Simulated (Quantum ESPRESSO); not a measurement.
# Gd (Gadolinium): energy against a fixed spin moment

Wanted: E(M) for Gd (Gadolinium) from a parallel start.

Method: PBE; plane waves with SSSP 1.3 efficiency PBE potentials, no spin-orbit coupling, in Quantum ESPRESSO 7.5.

## 1. Set-up

Symmetry: P6_3/mmc, No. 194, hexagonal system. Conventional cell: a = 3.636 Å, b = 3.636 Å, c = 5.783 Å, α = 90.00°, β = 90.00°, γ = 120.00°. Nearest to Gd lie 12 Gd at 3.57 to 3.64 Å.

The cell comes from the Crystallography Open Database.

## 2. No moment imposed

ASE passes magmoms on as starting_magnetization. pw.x reads values of 1 or more as Bohr magnetons; where all are smaller, it reads them as fractions of the valence charge.

Contents of pw.py:

```python
from ase import Atoms
from ase.calculators.espresso import Espresso, EspressoProfile

atoms = Atoms(['Gd', 'Gd'],
    cell=[[3.636, 0.0, 0.0],
         [-1.818, 3.14886837, 0.0],
         [0.0, 0.0, 5.7826]],
    scaled_positions=[[0.33333333, 0.66666667, 0.25],
         [0.66666667, 0.33333333, 0.75]],
    pbc=True,
    magmoms=[7.0, 7.0])
input_data = {
    'control': {'calculation': 'scf', 'prefix': 'pwscf', 'outdir': './tmp', 'disk_io': 'nowf'},
    'system': {'ecutwfc': 50.0, 'ecutrho': 400.0, 'nbnd': 32, 'occupations': 'smearing', 'smearing': 'fd', 'degauss': 0.00734986, 'nspin': 2},
    'electrons': {'conv_thr': 4e-09, 'electron_maxstep': 150, 'mixing_beta': 0.3},
}
atoms.calc = Espresso(
    profile=EspressoProfile(command='mpirun -n 2 pw.x -nk 2', pseudo_dir='pseudo'),
    pseudopotentials={'Gd': 'Gd.paw.z_18.atompaw.wentzcovitch.v1.2.upf'},
    input_data=input_data,
    kpts=(8, 8, 8),
    koffset=(0, 0, 0))
atoms.get_potential_energy()
energy = atoms.calc.results['free_energy']
print(f'free energy: {energy:.6f} eV')
print('site moments (muB):', atoms.get_magnetic_moments().round(3))
```

Contents of espresso.pwi:

```
&CONTROL
   calculation      = 'scf'
   outdir           = './tmp'
   prefix           = 'pwscf'
   disk_io          = 'nowf'
   pseudo_dir       = 'pseudo'
/
&SYSTEM
   nbnd             = 32
   ecutwfc          = 50.0
   ecutrho          = 400.0
   occupations      = 'smearing'
   degauss          = 0.00734986
   smearing         = 'fd'
   nspin            = 2
   starting_magnetization(1) = 7.0
   ntyp             = 1
   nat              = 2
   ibrav            = 0
/
&ELECTRONS
   electron_maxstep = 150
   conv_thr         = 4e-09
   mixing_beta      = 0.3
/
&IONS
/
&CELL
/
&FCP
/
&RISM
/
ATOMIC_SPECIES
Gd  157.25 Gd.paw.z_18.atompaw.wentzcovitch.v1.2.upf

K_POINTS automatic
8 8 8  0 0 0

CELL_PARAMETERS angstrom
3.63600000000000 0.00000000000000 0.00000000000000
-1.81800000000000 3.14886837000000 0.00000000000000
0.00000000000000 0.00000000000000 5.78260000000000

ATOMIC_POSITIONS angstrom
Gd  -0.0000000182 2.0992455905 1.4456500000  
Gd  1.8180000182 1.0496227795 4.3369500000
```

Run with:

```
> OMP_NUM_THREADS=1 python3 pw.py > pw.log
```

What it wrote:

```text
free energy: -18612.623334 eV
site moments (muB): [7.332 7.332]

--- espresso.pwo ---
Program PWSCF v.7.5 starts

Warning: card &CELL ignored
Warning: card &FCP ignored
Warning: card &RISM ignored

     file Gd.paw.z_18.atompaw.wentzcovitch.v1.2.upf: wavefunction(s)  6S 0P 5D 0D 4F 0F renormalized
     Message from routine setup:
     using ibrav=0 with symmetry is DISCOURAGED, use correct ibrav instead

     K-points division:     npool     =       2
     Subspace diagonalization in iterative solution of the eigenvalue problem:

     G-vector sticks info
     --------------------
     sticks:   dense  smooth     PW     G-vecs:    dense   smooth      PW
     Sum        1285     649    199                60273    21313    3465

     Using Slab Decomposition

     bravais-lattice index     =            0
     lattice parameter (alat)  =       6.8710  a.u.
     unit-cell volume          =     446.7845 (a.u.)^3
     number of atoms/cell      =            2
     number of atomic types    =            1
     number of electrons       =        36.00
     number of Kohn-Sham states=           32
     kinetic-energy cutoff     =      50.0000  Ry
     charge density cutoff     =     400.0000  Ry
     scf convergence threshold =      4.0E-09
     mixing beta               =       0.3000
     number of iterations used =            8  plain     mixing
     Exchange-correlation= SLA PW PBX PBC
                           (   1   4   3   4   0   0   0)

     celldm(1)=   6.871044  celldm(2)=   0.000000  celldm(3)=   0.000000
     celldm(4)=   0.000000  celldm(5)=   0.000000  celldm(6)=   0.000000

     crystal axes: (cart. coord. in units of alat)
               a(1) = (   1.000000   0.000000   0.000000 )
               a(2) = (  -0.500000   0.866025   0.000000 )
               a(3) = (   0.000000   0.000000   1.590374 )

     reciprocal axes: (cart. coord. in units 2 pi/alat)
               b(1) = (  1.000000  0.577350 -0.000000 )
               b(2) = (  0.000000  1.154701  0.000000 )
               b(3) = (  0.000000 -0.000000  0.628783 )

     PseudoPot. # 1 for Gd read from file:
     Gd.paw.z_18.atompaw.wentzcovitch.v1.2.upf
     Pseudo is Projector augmented-wave + core cor, Zval = 18.0
     Generated using ATOMPAW code
     Shape of augmentation charge: BESSEL
     Using radial grid of 1110 points,  8 beta functions with:
                l(1) =   0
                l(2) =   0
                l(3) =   1
                l(4) =   1
                l(5) =   2
                l(6) =   2
                l(7) =   3
                l(8) =   3
     Q(r) pseudized with 0 coefficients

     atomic species   valence    mass     pseudopotential
     Gd               18.00   157.25000     Gd( 1.00)

     Starting magnetic structure
     atomic species   magnetization
     Gd              0.389

     24 Sym. Ops., with inversion, found (12 have fractional translation)

   Cartesian axes

     site n.     atom                  positions (alat units)
         1        Gd     tau(   1) = (  -0.0000000   0.5773503   0.3975935  )
         2        Gd     tau(   2) = (   0.5000000   0.2886751   1.1927805  )

     number of k points=    50  Fermi-Dirac smearing, width (Ry)=  0.0073
                       cart. coord. in units 2pi/alat
        k(    1) = (   0.0000000   0.0000000   0.0000000), wk =   0.0019531
        k(    2) = (   0.0000000   0.0000000   0.0785979), wk =   0.0039062
        k(    3) = (   0.0000000   0.0000000   0.1571957), wk =   0.0039062
        k(    4) = (   0.0000000   0.0000000   0.2357936), wk =   0.0039062
        k(    5) = (   0.0000000   0.0000000  -0.3143915), wk =   0.0019531
        [... 45 further k-points ...]

     Dense  grid:    60273 G-vectors     FFT dimensions: (  45,  45,  72)

     Smooth grid:    21313 G-vectors     FFT dimensions: (  32,  32,  50)

     Generating pointlists ...
     new r_m :   0.4054 (alat units)  2.7852 (a.u.) for type    1

     Initial potential from superposition of free atoms

     starting charge      35.9897, renormalised to      36.0000
     Starting wfcs are   64 randomized atomic wfcs
     Checking if some PAW data can be deallocated...

     Self-consistent Calculation

     iteration #  1     ecut=    50.00 Ry     beta= 0.30
     Davidson diagonalization with overlap
     ethr =  1.00E-02,  avg # of iterations =  2.5

     total energy              =   -1366.83909305 Ry
     estimated scf accuracy    <       1.49906879 Ry

     total magnetization       =    12.85 Bohr mag/cell
     absolute magnetization    =    12.85 Bohr mag/cell

     iteration #  2     ecut=    50.00 Ry     beta= 0.30
     Davidson diagonalization with overlap
     ethr =  4.16E-03,  avg # of iterations =  3.1

     total energy              =   -1366.75318111 Ry
     estimated scf accuracy    <       7.71901229 Ry

     total magnetization       =    12.12 Bohr mag/cell
     absolute magnetization    =    12.12 Bohr mag/cell

     iteration #  3     ecut=    50.00 Ry     beta= 0.30
     Davidson diagonalization with overlap
     ethr =  4.16E-03,  avg # of iterations =  1.8

     total energy              =   -1367.71878639 Ry
     estimated scf accuracy    <       0.43537452 Ry

     total magnetization       =    15.85 Bohr mag/cell
     absolute magnetization    =    15.85 Bohr mag/cell

     [... further iterations left out ...]

     iteration # 13     ecut=    50.00 Ry     beta= 0.30
     Davidson diagonalization with overlap
     ethr =  3.08E-09,  avg # of iterations =  4.0

     total energy              =   -1368.00270257 Ry
     estimated scf accuracy    <       0.00000394 Ry

     total magnetization       =    15.22 Bohr mag/cell
     absolute magnetization    =    15.22 Bohr mag/cell

     iteration # 14     ecut=    50.00 Ry     beta= 0.30
     Davidson diagonalization with overlap
     ethr =  3.08E-09,  avg # of iterations =  1.6

     total energy              =   -1368.00270210 Ry
     estimated scf accuracy    <       0.00000190 Ry

     total magnetization       =    15.22 Bohr mag/cell
     absolute magnetization    =    15.22 Bohr mag/cell

     iteration # 15     ecut=    50.00 Ry     beta= 0.30
     Davidson diagonalization with overlap
     ethr =  3.08E-09,  avg # of iterations =  2.0

     total energy              =   -1368.00270250 Ry
     estimated scf accuracy    <       0.00000001 Ry

     total magnetization       =    15.22 Bohr mag/cell
     absolute magnetization    =    15.22 Bohr mag/cell

     iteration # 16     ecut=    50.00 Ry     beta= 0.30
     Davidson diagonalization with overlap
     ethr =  3.57E-11,  avg # of iterations =  4.2

     Magnetic moment per site  (integrated on atomic sphere of radius R)
     atom   1 (R=0.405)  charge= 16.5071  magn=  7.3320
     atom   2 (R=0.405)  charge= 16.5071  magn=  7.3320

     End of self-consistent calculation

     Number of k-points >= 100: set verbosity='high' to print the bands.

     the Fermi energy is    12.2397 ev

!    total energy              =   -1368.00270252 Ry
     total all-electron energy =     -1368.002703 Ry
     estimated scf accuracy    <          2.2E-09 Ry
     smearing contrib. (-TS)   =      -0.00899034 Ry
     internal energy E=F+TS    =   -1367.99371218 Ry

     The total energy is F=E-TS. E is the sum of the following terms:
     one-electron contribution =    -209.36066989 Ry
     hartree contribution      =     128.09461182 Ry
     xc contribution           =     -47.17668108 Ry
     ewald contribution        =    -308.40981428 Ry
     one-center paw contrib.   =    -931.14115874 Ry

     total magnetization       =    15.22 Bohr mag/cell
     absolute magnetization    =    15.22 Bohr mag/cell

     convergence has been achieved in  16 iterations

=------------------------------------------------------------------------------=
   JOB DONE.
=------------------------------------------------------------------------------=
```

Run time: 3.6 min. Hardware: 2 MPI ranks of Arm Neoverse N1, shared host; peak memory 0.9 GiB; 7.3 min of CPU time.

Spin moment in the atom's sphere by atom:

```
atom  spin moment in the atom's sphere (μB)
 Gd1                                   7.33
 Gd2                                   7.33
```

This step gave:

| Item | Value |
| --- | --- |
| smearing term TS | 0.1223 eV |
| magnetization | 15.22 μB |
| absolute magnetization | 15.22 μB |
| final state | ferromagnetic |

## 3. Moment fixed at 0 μB

The two spin channels are filled to separate Fermi energies, so that the total moment meets the target. Half of the up one less the down one is the slope dE/dM.

Changes to pw.py since step 2:

```diff
@@ -10,6 +10,6 @@
     pbc=True,
-    magmoms=[7.0, 7.0])
+    magmoms=[0.35, 0.35])
 input_data = {
     'control': {'calculation': 'scf', 'prefix': 'pwscf', 'outdir': './tmp', 'disk_io': 'nowf'},
-    'system': {'ecutwfc': 50.0, 'ecutrho': 400.0, 'nbnd': 32, 'occupations': 'smearing', 'smearing': 'fd', 'degauss': 0.00734986, 'nspin': 2},
+    'system': {'ecutwfc': 50.0, 'ecutrho': 400.0, 'nbnd': 36, 'occupations': 'smearing', 'smearing': 'fd', 'degauss': 0.00734986, 'nspin': 2, 'tot_magnetization': 0.0},
     'electrons': {'conv_thr': 4e-09, 'electron_maxstep': 150, 'mixing_beta': 0.3},
```

Changes to espresso.pwi since step 2:

```diff
@@ -8,3 +8,4 @@
 &SYSTEM
-   nbnd             = 32
+   nbnd             = 36
+   tot_magnetization = 0.0
    ecutwfc          = 50.0
@@ -15,3 +16,3 @@
    nspin            = 2
-   starting_magnetization(1) = 7.0
+   starting_magnetization(1) = 0.35
    ntyp             = 1
```

Run with:

```
> OMP_NUM_THREADS=1 python3 pw.py > pw.log
```

What it wrote:

```text
     [... lines left out ...]
--- espresso.pwo ---
Program PWSCF v.7.5 starts
     [... lines left out ...]
     number of atoms/cell      =            2
     [... lines left out ...]
     number of electrons       =        36.00 (up:  18.00, down:  18.00)
     number of Kohn-Sham states=           36
     kinetic-energy cutoff     =      50.0000  Ry
     charge density cutoff     =     400.0000  Ry
     scf convergence threshold =      4.0E-09
     [... lines left out ...]
     24 Sym. Ops., with inversion, found (12 have fractional translation)
     [... lines left out ...]
     number of k points=    50  Fermi-Dirac smearing, width (Ry)=  0.0073
     [... lines left out ...]
     iteration # 67     ecut=    50.00 Ry     beta= 0.30
     [... lines left out ...]
[key lines of the parts left out:]
total energy              =   -1366.96998522 Ry
total magnetization       =    -0.00 Bohr mag/cell
```

The job ended after 15 min (2 MPI ranks; peak memory 0.91 GiB).

Residual by cycle:

cycle, log10 residual and a bar from the least value:
```
        1        1.8 ##############################
        7       -1.4 ###############
       13       -2.0 #############
       19       -3.2 #######
       25       -3.1 ########
       31       -3.2 #######
       36       -3.2 #######
       42       -3.8 #####
       48       -3.5 ######
       54       -4.1 ###
       60       -4.4 ##
       66       -4.8
```

The run was cut off at its time limit.

After 66 cycles the residual stands at 1.5e-5.

## 4. Moment fixed at 2.568 μB

Changes to pw.py since step 3:

```diff
@@ -10,6 +10,6 @@
     pbc=True,
-    magmoms=[0.35, 0.35])
+    magmoms=[1.284, 1.284])
 input_data = {
     'control': {'calculation': 'scf', 'prefix': 'pwscf', 'outdir': './tmp', 'disk_io': 'nowf'},
-    'system': {'ecutwfc': 50.0, 'ecutrho': 400.0, 'nbnd': 36, 'occupations': 'smearing', 'smearing': 'fd', 'degauss': 0.00734986, 'nspin': 2, 'tot_magnetization': 0.0},
+    'system': {'ecutwfc': 50.0, 'ecutrho': 400.0, 'nbnd': 37, 'occupations': 'smearing', 'smearing': 'fd', 'degauss': 0.00734986, 'nspin': 2, 'tot_magnetization': 2.568},
     'electrons': {'conv_thr': 4e-09, 'electron_maxstep': 150, 'mixing_beta': 0.3},
```

Run with:

```
> OMP_NUM_THREADS=1 python3 pw.py > pw.log
```

What it wrote:

```text
     [... lines left out ...]
--- espresso.pwo ---
Program PWSCF v.7.5 starts
     [... lines left out ...]
     number of atoms/cell      =            2
     [... lines left out ...]
     number of electrons       =        36.00 (up:  19.28, down:  16.72)
     number of Kohn-Sham states=           37
     kinetic-energy cutoff     =      50.0000  Ry
     charge density cutoff     =     400.0000  Ry
     scf convergence threshold =      4.0E-09
     [... lines left out ...]
     24 Sym. Ops., with inversion, found (12 have fractional translation)
     [... lines left out ...]
     number of k points=    50  Fermi-Dirac smearing, width (Ry)=  0.0073
     [... lines left out ...]
     iteration # 62     ecut=    50.00 Ry     beta= 0.30
     [... lines left out ...]
[key lines of the parts left out:]
total energy              =   -1367.11882933 Ry
total magnetization       =     2.57 Bohr mag/cell
```

Elapsed: 14 min, on 2 MPI ranks; peak memory 0.92 GiB.

Residual by cycle:

cycle, log10 residual and a bar from the least value:
```
        1        1.8 ##############################
        6        1.8 ##############################
       12        0.8 ##########################
       17       -0.4 ######################
       23       -1.6 ##################
       28       -1.1 ####################
       34       -2.1 ################
       39       -3.2 #############
       45       -4.8 #######
       50       -5.1 ######
       56       -6.3 ##
       61       -6.9
```

The run was cut off at its time limit.

After 61 cycles the residual stands at 1.4e-7.

## 5. Moment fixed at 5.136 μB

Changes to pw.py since step 4:

```diff
@@ -10,6 +10,6 @@
     pbc=True,
-    magmoms=[1.284, 1.284])
+    magmoms=[2.568, 2.568])
 input_data = {
     'control': {'calculation': 'scf', 'prefix': 'pwscf', 'outdir': './tmp', 'disk_io': 'nowf'},
-    'system': {'ecutwfc': 50.0, 'ecutrho': 400.0, 'nbnd': 37, 'occupations': 'smearing', 'smearing': 'fd', 'degauss': 0.00734986, 'nspin': 2, 'tot_magnetization': 2.568},
+    'system': {'ecutwfc': 50.0, 'ecutrho': 400.0, 'nbnd': 38, 'occupations': 'smearing', 'smearing': 'fd', 'degauss': 0.00734986, 'nspin': 2, 'tot_magnetization': 5.136},
     'electrons': {'conv_thr': 4e-09, 'electron_maxstep': 150, 'mixing_beta': 0.3},
```

Run with:

```
> OMP_NUM_THREADS=1 python3 pw.py > pw.log
```

What it wrote:

```text
     [... lines left out ...]
free energy: -18604.555759 eV
site moments (muB): [3.505 3.505]
--- espresso.pwo ---
Program PWSCF v.7.5 starts
     [... lines left out ...]
     number of atoms/cell      =            2
     [... lines left out ...]
     number of electrons       =        36.00 (up:  20.57, down:  15.43)
     number of Kohn-Sham states=           38
     kinetic-energy cutoff     =      50.0000  Ry
     charge density cutoff     =     400.0000  Ry
     scf convergence threshold =      4.0E-09
     [... lines left out ...]
     24 Sym. Ops., with inversion, found (12 have fractional translation)
     [... lines left out ...]
     number of k points=    50  Fermi-Dirac smearing, width (Ry)=  0.0073
     [... lines left out ...]
     iteration # 30     ecut=    50.00 Ry     beta= 0.30
     [... lines left out ...]
     Magnetic moment per site  (integrated on atomic sphere of radius R)
     atom   1 (R=0.405)  charge= 16.5885  magn=  3.5053
     atom   2 (R=0.405)  charge= 16.5885  magn=  3.5053
     [... lines left out ...]
     the spin up/dw Fermi energies are    11.1145   13.1382 ev
!    total energy              =   -1367.40974664 Ry
     [... lines left out ...]
     estimated scf accuracy    <          1.7E-09 Ry
     smearing contrib. (-TS)   =      -0.01487841 Ry
     [... lines left out ...]
     total magnetization       =     5.14 Bohr mag/cell
     absolute magnetization    =    11.81 Bohr mag/cell
     convergence has been achieved in  30 iterations
```

Elapsed: 7.2 min, on 2 MPI ranks; peak memory 0.92 GiB.

Numbers from this step:

| Quantity | Value |
| --- | --- |
| magnetization | 5.136 μB |
| absolute magnetization | 11.80 μB |
| half the difference of the two Fermi energies | -1012 meV |
| largest moment | 3.505 μB |

## 6. All moments

The runs not shown differ in the target, the start and the number of states alone. The point at 15.22 μB is the free run, entered with slope zero.

Table of energy over the lowest by total spin moment:

```
total spin moment (μB a cell)  energy over the lowest (meV a cell)
                         5.14                                 8068
                         7.70                                 4851
                        10.27                                 1692
                        12.84                                  321
                        15.22                                    0
                        15.41                                 4.26
                        17.98                                  902
                        20.54                                 8223
```

The dE/dM by total spin moment:

```
total spin moment (μB a cell)  dE/dM (meV/μB)
                         5.14           -1012
                         7.70           -1806
                        10.27            -797
                        12.84            -248
                        15.22               0
                        15.41            46.2
                        17.98             548
                        20.54           10209
```

Largest site moment against total spin moment:

```
total spin moment (μB a cell)  largest site moment (μB)
                         5.14                      3.51
                         7.70                      5.01
                        10.27                      5.85
                        12.84                      6.62
                        15.22                      7.33
                        15.41                      7.39
                        17.98                      8.16
                        20.54                      8.99
```

## 7. Outcome

* moment of the free run: 15.22 μB a cell
* ΔE/ΔM² from the lowest point to 15.41 and to 12.84 μB: 118 and 57 meV/μB²

In words: The points show one minimum alone. No converged point was had at 0 and 2.568 μB. All runs start parallel; opposed orders may lie lower. The 4f shell is half filled, so the spin-only picture is fair. Without a U the 4f states are treated as itinerant, which they seldom are. Energies are free energies at an electronic temperature of 1160 K, which lowers moments and differences where the moments are itinerant.

[Logs and program files are shortened in this print: banners, set-up blocks, solver, clock and traceback lines can be left out without a mark of their own.]

[Logs are printed without paths, hosts, clocks, repeated set-up lines and the standing remarks that a program may print on its own settings, such as how far it seeks lower states.]

[Hosts, paths, dates, database ids (printed as entryN), source tags and the programs' standing remarks are cut or masked in the printed files.]

[Where a cell is said to come from a database of computed structures, the database is the Materials Project.]
